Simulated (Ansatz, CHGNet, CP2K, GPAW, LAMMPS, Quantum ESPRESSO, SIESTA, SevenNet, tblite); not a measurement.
# SIESTA on free surface of ionic liquid triethylsulfonium formate with water at 340 K (81 atoms): settings against a plane-wave reference

Aim: run free surface of ionic liquid triethylsulfonium formate with water at 340 K (81 atoms) in SIESTA and see how near its forces come to a plane-wave reference, and at what cost.

Main program and level: SIESTA 5.4.2; the method is named at each step.

### Step 1. The starting structure

The cell holds 81 atoms: 21 C, 3 S, 50 H and 7 O. Its edges and angles: a = 8.574 Å, b = 8.574 Å, c = 21.346 Å, α = 90.0°, β = 90.0°, γ = 90.0°. 3 triethylsulfonium, 3 formate, 1 H2O placed at random, at 1.02 g/cm³, as a film with 10 Å of vacuum; overlaps pushed apart, then 10 ps at 390 K with MMFF94 bonds, angles, torsions, charges and radii (Halgren, J. Comput. Chem. 17, 490 (1996)) in harmonic and 12-6 forms; SPC/E water (Berendsen, Grigera and Straatsma, J. Phys. Chem. 91, 6269 (1987)); charges of ions scaled by 0.8. Snapshot after 30 ps at 340 K and fixed volume. Vacuum lies along c.

The yardstick, on the same geometry:

```
method                                           : Kohn-Sham DFT, PBE, SSSP efficiency 1.3.0 pseudopotentials, plane waves (Quantum ESPRESSO 7.5); sssp-pbe-1.3.0-efficiency, cutoffs 60/480 Ry, Γ point
r.m.s. force component                           : 0.8313 eV/Å
longest force                                    : 3.272 eV/Å
gap (highest filled to lowest empty level) : 1.987 eV
time                                             : 2.8 min on 4 MPI ranks of Arm Neoverse V2, shared host
CPU time                                         : 11 min
```

### Step 2. PBE, DZP, shift 0.01 Ry, mesh 500 Ry

Method: Kohn-Sham DFT, PBE, PseudoDojo 0.4.1 norm-conserving pseudopotentials (converted to PSML), numerical atomic orbitals (DZP), diagonalisation.

The .psml files are PseudoDojo norm-conserving potentials that we converted to this format, checked against plane waves on the same files for H, C, O, Si, Ge and Ca alone.

input.fdf reads:

```
SystemLabel cell
NumberOfAtoms 81
NumberOfSpecies 4
%block ChemicalSpeciesLabel
  1 6 C
  2 16 S
  3 1 H
  4 8 O
%endblock ChemicalSpeciesLabel
LatticeConstant 1.0 Ang
%block LatticeVectors
  8.57364 0.00000 0.00000
  0.00000 8.57364 0.00000
  0.00000 0.00000 21.34624
%endblock LatticeVectors
PAO.BasisSize DZP
PAO.EnergyShift 0.01 Ry
XC.Functional GGA
XC.Authors PBE
MeshCutoff 500 Ry
%block kgrid_Monkhorst_Pack
  1 0 0 0.0
  0 1 0 0.0
  0 0 1 0.0
%endblock kgrid_Monkhorst_Pack
SolutionMethod diagon
OccupationFunction FD
ElectronicTemperature 580 K
SCF.Mixer.Method Pulay
SCF.Mixer.Weight 0.15
SCF.Mixer.History 8
SCF.Mix Hamiltonian
MaxSCFIterations 300
SCF.DM.Tolerance 1e-04
SCF.H.Tolerance 1.0e-3 eV
WriteForces T
Write.HirshfeldPop T
Write.VoronoiPop T
Write.DM F
Write.H F
XML.Write F
AtomicCoordinatesFormat Fractional
%block AtomicCoordinatesAndAtomicSpecies
  0.96828 0.29144 0.38304 1
  0.09258 0.24219 0.33731 1
  0.26555 0.16217 0.38231 2
  0.24412 0.97024 0.34578 1
  0.39400 0.89010 0.36342 1
  0.40091 0.23210 0.32227 1
  0.42710 0.40020 0.33471 1
  0.86800 0.34331 0.35650 3
  0.91879 0.18661 0.40348 3
  0.02623 0.37808 0.41846 3
  0.14288 0.33667 0.30930 3
  0.03458 0.15120 0.30872 3
  0.13388 0.91393 0.36482 3
  0.25239 0.97988 0.29524 3
  0.37236 0.76703 0.37296 3
  0.48450 0.89007 0.32756 3
  0.44925 0.91922 0.40811 3
  0.35311 0.21886 0.27480 3
  0.51550 0.17575 0.32029 3
  0.31642 0.46959 0.34532 3
  0.49714 0.41704 0.37502 3
  0.50027 0.45967 0.29804 3
  0.76575 0.70078 0.15033 1
  0.60339 0.77530 0.15965 1
  0.47155 0.60568 0.16900 2
  0.44185 0.53330 0.08712 1
  0.53601 0.38807 0.08515 1
  0.29352 0.73164 0.16713 1
  0.15378 0.64250 0.18804 1
  0.80912 0.61340 0.18317 3
  0.85753 0.79148 0.15727 3
  0.77445 0.64688 0.10425 3
  0.56530 0.82558 0.11458 3
  0.59272 0.85761 0.20081 3
  0.47519 0.61128 0.05182 3
  0.31955 0.49834 0.08581 3
  0.54368 0.34153 0.03976 3
  0.49146 0.29312 0.11606 3
  0.64880 0.40165 0.10560 3
  0.28669 0.83746 0.19473 3
  0.29220 0.76631 0.11783 3
  0.17579 0.60271 0.23516 3
  0.13841 0.54306 0.15569 3
  0.05682 0.72395 0.19305 3
  0.12788 0.72088 0.92109 1
  0.24676 0.85345 0.93235 1
  0.15929 0.04261 0.90917 2
  0.32650 0.16883 0.92031 1
  0.39976 0.19359 0.85771 1
  0.06560 0.07533 0.98687 1
  0.89657 0.00858 0.99044 1
  0.17691 0.60174 0.92657 3
  0.07475 0.72990 0.87101 3
  0.02754 0.72982 0.95171 3
  0.29791 0.85272 0.98072 3
  0.34728 0.84194 0.89958 3
[... 21 atom lines left out ...]
  0.64255 0.61026 0.88214 3
  0.69148 0.17238 0.23080 4
  0.73537 0.07819 0.25208 3
  0.76924 0.21376 0.20010 3
%endblock AtomicCoordinatesAndAtomicSpecies
```

Started as:

```
$ OMP_NUM_THREADS=1 mpirun -np 2 siesta < input.fdf > output.txt
```

What it wrote:

```text
Version         : 5.4.2
reinit: System Name:
reinit: System Label: cell
initatom: Reading input for the pseudopotentials and atomic orbitals ----------
Species number:   1 Atomic number:    6 Label: C
Species number:   2 Atomic number:   16 Label: S
Species number:   3 Atomic number:    1 Label: H
Species number:   4 Atomic number:    8 Label: O
Ground state valence configuration (from tables):   2s02  2p02  3d00  4f00
Ground state valence configuration (from tables):   3s02  3p04  3d00  4f00
Ground state valence configuration (from tables):   1s01  2p00  3d00  4f00
Ground state valence configuration (from tables):   2s02  2p04  3d00  4f00
---- Processing specs for species: C
GGA--PBE XC_GGA_X_PBE--XC_GGA_C_PBE pb
---- Processing specs for species: S
GGA--PBE XC_GGA_X_PBE--XC_GGA_C_PBE pb
---- Processing specs for species: H
GGA--PBE XC_GGA_X_PBE--XC_GGA_C_PBE pb
---- Processing specs for species: O
GGA--PBE XC_GGA_X_PBE--XC_GGA_C_PBE pb
C pseudopotential only contains V_ls up to l=1 -- lmxkb reset.
S pseudopotential only contains V_ls up to l=2 -- lmxkb reset.
H pseudopotential only contains V_ls up to l=1 -- lmxkb reset.
O pseudopotential only contains V_ls up to l=2 -- lmxkb reset.
Using PAO.SplitTailNorm
%block ChemicalSpeciesLabel
    1    6 C                       # Species index, atomic number, species label
    2   16 S                       # Species index, atomic number, species label
    3    1 H                       # Species index, atomic number, species label
    4    8 O                       # Species index, atomic number, species label
%endblock ChemicalSpeciesLabel
%block PAO.Basis                 # Define Basis set
C                     2                    # Species label, number of l-shells
 n=2   0   2                         # n, l, Nzeta
   4.484      3.048
   1.000      1.000
 n=2   1   2 P   1                   # n, l, Nzeta, Polarization, NzetaPol
   5.436      3.692
[...]
S                     2                    # Species label, number of l-shells
 n=3   0   2                         # n, l, Nzeta
[...]
n=3   1   2 P   1                   # n, l, Nzeta, Polarization, NzetaPol
[...]
H                     1                    # Species label, number of l-shells
 n=1   0   2 P   1                   # n, l, Nzeta, Polarization, NzetaPol
[...]
O                     2                    # Species label, number of l-shells
 n=2   0   2                         # n, l, Nzeta
[...]
n=2   1   2 P   1                   # n, l, Nzeta, Polarization, NzetaPol
   4.300      2.782
   1.000      1.000
%endblock PAO.Basis
coor:   Atomic-coordinates input format  =     Fractional
siesta: System type = bulk
initatomlists: Number of atoms, orbitals, and projectors:     81   653   563
siesta: ******************** Simulation parameters ****************************
Total number of electrons:   194.000000
Total ionic charge:   194.000000
 Kpoints in:            1 . Kpoints trimmed:            1
siesta: k-grid: Number of k-points = 1
siesta: k-points from Monkhorst-Pack grid
siesta: k-cutoff (effective) =     4.287 Ang
siesta: k-point supercell and displacements
siesta: k-grid:     1     0     0      0.000
siesta: k-grid:     0     1     0      0.000
siesta: k-grid:     0     0     1      0.000
                     ====================================
                        Single-point calculation
                     ====================================
outcell: Unit cell vectors (Ang):
        8.573640    0.000000    0.000000
        0.000000    8.573640    0.000000
        0.000000    0.000000   21.346240
outcell: Cell vector modules (Ang)   :    8.573640    8.573640   21.346240
outcell: Cell angles (23,13,12) (deg):     90.0000     90.0000     90.0000
outcell: Cell volume (Ang**3)        :   1569.1045
Gamma-point calculation with multiply-connected orbital pairs
Gamma-point calculation with multiply-connected orbital pairs
Folding of H and S implicitly performed
Folding of H and S implicitly performed
new_DM -- step:     1
Initializing Density Matrix...
Attempting to read DM from file... Failed...
DM filled with atomic data:
InitMesh: MESH = 120 x 120 x 288 = 4147200
InitMesh: Mesh cutoff (required, used) =   500.000   503.088 Ry
stepf: Fermi-Dirac step function
        iscf     Eharris(eV)        E_KS(eV)     FreeEng(eV)     dDmax    Ef(eV) dHmax(eV)
   scf:    1    -8259.560856    -8246.917429    -8246.917429  1.948428 -5.958134 13.018449
   scf:    2    -8279.289191    -8264.578137    -8264.578137  0.088105 -5.037285  8.370164
   scf:    3    -8276.862205    -8274.445664    -8274.445664  0.157194 -3.728131  2.192697
[...]
scf:   12    -8275.042787    -8275.042786    -8275.042787  0.000104 -3.277299  0.000455
   scf:   13    -8275.042787    -8275.042787    -8275.042787  0.000039 -3.277251  0.000296
SCF Convergence by DM+H criterion
max |DM_out - DM_in|         :     0.0000386834
max |H_out - H_in|      (eV) :     0.0002962442
SCF cycle converged after 13 iterations
Using DM_out to compute the final energy and forces
siesta: E_KS(eV) =            -8275.0428
siesta: E_KS - E_eggbox =     -8275.0428
siesta: Atomic forces (eV/Ang):
     1    0.675248    1.985776    0.490030
     2   -0.657739    0.018547    0.983575
     3   -1.122339   -0.319935   -2.908553
[...]
80    0.185179    0.445796   -0.381207
    81    0.042463   -0.399653    0.451186
----------------------------------------
   Tot    0.004502    0.001655   -0.011870
----------------------------------------
   Max    3.425699
   Res    0.913670    sqrt( Sum f_i^2 / 3N )
----------------------------------------
   Max    3.425699    constrained
Stress tensor Voigt[x,y,z,yz,xz,xy] (kbar):      -12.38      -16.42       -5.73        4.16        1.62       -0.57
(Free)E + p*V (eV/cell)    -8263.7734
Target enthalpy (eV/cell)    -8275.0428
siesta: Program's energy decomposition (eV):
siesta: Ebs     =     -2362.429929
siesta: Eions   =     13683.386745
siesta: Ena     =      3417.294896
siesta: Ekin    =      5515.987917
siesta: Enl     =      -606.368997
siesta: DEna    =      -185.890559
siesta: DUscf   =        24.972867
siesta: Ex      =     -2543.566800
siesta: Ec      =      -214.085365
siesta: Exc     =     -2757.652165
siesta: Eharris =     -8275.042787
siesta: Etot    =     -8275.042787
siesta: FreeEng =     -8275.042787
siesta: Final energy (eV):
siesta:  Band Struct. =   -2362.429929
siesta:       Kinetic =    5515.987917
siesta:       Hartree =   19294.307552
siesta:         Exch. =   -2543.566800
siesta:         Corr. =    -214.085365
siesta:   Exch.-corr. =   -2757.652165
siesta:  Ion-electron =  -43374.042155
siesta:       Ion-ion =   13046.356065
siesta:         Total =   -8275.042787
siesta:         Fermi =      -3.277251
siesta: Stress tensor (static) (eV/Ang**3):
siesta:    -0.007726   -0.000353    0.001013
siesta:    -0.000353   -0.010246    0.002593
siesta:     0.001013    0.002593   -0.003575
siesta: Cell volume =       1569.104528 Ang**3
siesta: Pressure (static):
siesta:                Solid            Molecule  Units
siesta:           0.00007822         -0.00003083  Ry/Bohr**3
siesta:           0.00718207         -0.00283110  eV/Ang**3
siesta:          11.50695182         -4.53592671  kBar
    Orbital volume contribution        =          23.241544 eV
    (Free)E + p_basis*V_orbitals       =       -8251.801243 eV
    (Free)Eharris+ p_basis*V_orbitals  =       -8251.801243 eV
Hirshfeld Atomic Populations:
Atom #   charge [q] valence [e]  Species
     1    -0.071892    4.071892  C
     2    -0.003061    4.003061  C
     3     0.371184    5.628816  S
     4    -0.001880    4.001880  C
[...]
8     0.052334    0.947666  H
     9     0.029058    0.970942  H
    10     0.021275    0.978725  H
[...]
25     0.381327    5.618673  S
[...]
47     0.369935    5.630065  S
[...]
67    -0.238909    6.238909  O
[...]
69    -0.323142    6.323142  O
[...]
71    -0.321044    6.321044  O
[...]
--------------------
 Total     0.000000
Voronoi Atomic Populations:
Atom #   charge [q] valence [e]  Species
[...]
3     0.311227    5.688773  S
[...]
25     0.314427    5.685573  S
[...]
47     0.307198    5.692802  S
[...]
72     0.146172    3.853828  C
[...]
76     0.143281    3.856719  C
    77    -0.365571    6.365571  O
[...]
79    -0.289387    6.289387  O
    80     0.008512    0.991488  H
    81     0.014165    0.985835  H
--------------------
 Total     0.000000
```

It took 72 s on 2 MPI ranks of Arm Neoverse V2, shared host; peak memory 1.5 GiB.

Banners, paths, timers and routine set-up lines are dropped from the logs unmarked, and long logs keep their key lines alone; longer cuts are marked.

Numbers from this run, and their distance from the reference:

```
r.m.s. force component                           : 0.9137 eV/Å
r.m.s. difference of force components            : 350.6 meV/Å
longest difference of force vectors              : 1003 meV/Å
force difference over r.m.s. force               : 42.17 %
slope of forces against the reference's          : 1.015
correlation of force components                  : 0.9235
gap (highest filled to lowest empty level) : 1.667 eV
gap difference                                   : -0.3198 eV
```

This run lies far from the reference in forces at the same functional.

Length of the force difference by element (eV/Å):

```tsv
element	atoms	mean	most
C	21	0.42	0.86
H	50	0.64	1.0
O	7	0.72	0.96
S	3	0.18	0.21
```

Levels nearest the highest filled one (eV from it): -3.50, -2.04, -1.19, -0.85, -0.75, -0.56, -0.46, -0.38, -0.14, -0.13, -0.11, 0.00, 1.67, 1.87, 2.00, 2.30, 2.41, 2.91, 3.87, 4.13, 4.42, 4.60, 4.77, 4.84.

The surroundings of S25, one of the 3 S atoms, nearest first, numbered as they follow in the input and with coordinates relative to it.

```tsv
atom	x	y	z	distance (Å)	bonds	Hirshfeld charge (e)	Fx	Fy	Fz (eV/Å)
S25	0.00	0.00	0.00	0.00	3	0.38	-1.35	2.05	-0.24
C24	1.13	1.45	-0.20	1.85	4	0.01	1.15	-1.52	0.00
C28	-1.53	1.08	-0.04	1.87	4	-0.02	-0.01	-0.70	-0.07
C26	-0.25	-0.62	-1.75	1.87	4	-0.01	-0.08	-1.85	2.74
H41	-1.54	1.38	-1.09	2.34	1	0.04	-0.25	0.40	-0.64
H33	0.80	1.89	-1.16	2.36	1	0.05	-0.12	0.58	-0.11
H36	-1.30	-0.92	-1.78	2.39	1	0.05	-0.98	0.27	-0.12
H34	1.04	2.16	0.68	2.49	1	0.05	-0.03	-0.32	-0.32
H35	0.03	0.05	-2.50	2.50	1	0.02	0.72	2.29	-1.89
H40	-1.58	1.99	0.55	2.60	1	0.04	1.21	1.20	0.63
C27	0.55	-1.87	-1.79	2.64	4	-0.09	-0.43	-1.28	1.91
C23	2.52	0.82	-0.40	2.68	4	-0.08	0.50	1.61	0.35
H39	1.52	-1.75	-1.35	2.68	1	0.03	2.01	0.34	0.16
C29	-2.72	0.32	0.41	2.77	4	-0.08	0.17	-0.50	-0.79
```

Forces lie 42 % from the reference's, at 0.22 times its CPU time (on 2 against 4 cores).

### Step 3. PBE, SZ, shift 0.01 Ry, mesh 500 Ry

Method: Kohn-Sham DFT, PBE, PseudoDojo 0.4.1 norm-conserving pseudopotentials (converted to PSML), numerical atomic orbitals (SZ), diagonalisation.

Changes to input.fdf since step 2:

```diff
@@ -15,3 +15,3 @@
 %endblock LatticeVectors
-PAO.BasisSize DZP
+PAO.BasisSize SZ
 PAO.EnergyShift 0.01 Ry
```

Started as:

```
$ OMP_NUM_THREADS=1 siesta < input.fdf > output.txt
```

What it wrote:

```text
Version         : 5.4.2
reinit: System Name:
reinit: System Label: cell
initatom: Reading input for the pseudopotentials and atomic orbitals ----------
Species number:   1 Atomic number:    6 Label: C
Species number:   2 Atomic number:   16 Label: S
Species number:   3 Atomic number:    1 Label: H
Species number:   4 Atomic number:    8 Label: O
[... lines left out ...]
SCF Convergence by DM+H criterion
[... lines left out ...]
SCF cycle converged after 22 iterations
[... lines left out ...]
   Max    7.825303
[... lines left out ...]
   Max    7.825303    constrained
Stress tensor Voigt[x,y,z,yz,xz,xy] (kbar):     -102.91     -121.97      -98.87        2.89        1.55        4.21
[... lines left out ...]
siesta: FreeEng =     -8190.142049
[... lines left out ...]
siesta:         Fermi =      -2.831143
[... lines left out ...]
siesta:         107.91718358         87.21812570  kBar
[... lines left out ...]
     9     0.027963    0.972037  H
    10     0.027874    0.972126  H
[...]
25     0.369132    5.630868  S
[...]
47     0.352737    5.647263  S
[...]
67    -0.271865    6.271865  O
[...]
69    -0.324693    6.324693  O
[...]
71    -0.330145    6.330145  O
[...]
--------------------
 Total    -0.000002
Voronoi Atomic Populations:
Atom #   charge [q] valence [e]  Species
[...]
3     0.359970    5.640030  S
[...]
25     0.371627    5.628373  S
[...]
47     0.354566    5.645434  S
[...]
72     0.128779    3.871221  C
[...]
76     0.120171    3.879829  C
    77    -0.354089    6.354089  O
[...]
79    -0.403989    6.403989  O
    80     0.121684    0.878316  H
    81     0.118859    0.881141  H
--------------------
 Total    -0.000002
```

Run time: 87 s. Hardware: 1 thread; peak memory 0.76 GiB.

Numbers from this run, and their distance from the reference:

* r.m.s. force component: 2.297 eV/Å
* r.m.s. difference of force components: 2284 meV/Å
* longest difference of force vectors: 8774 meV/Å
* force difference over r.m.s. force: 274.8 %
* slope of forces against the reference's: 0.5434
* correlation of force components: 0.1966

This is a coarse setting, run to see what it loses.

Against the first run (42 %), the force difference from the reference is 275 %, at 0.60 times the CPU time (on 1 against 2 cores) (22 SCF steps against 13), with 174 basis functions against 653: the smaller basis costs accuracy.

(Continued in part 2 of 2.)

[Also dropped from logs without a mark: logging warnings of Python, and SIESTA's first energy breakdown and zero terms.]

[Logs are printed without paths, hosts, clocks, repeated set-up lines and the standing remarks that a program may print on its own settings, such as how far it seeks lower states.]

[Hosts, paths, dates, database ids (printed as entryN), source tags and the programs' standing remarks are cut or masked in the printed files.]

[The MMFF94 radii named for the starting cell were scaled by 0.96; in molecules described by MMFF94, hydrogen bound to N, O or S took a small fixed 12-6 site in their place.]
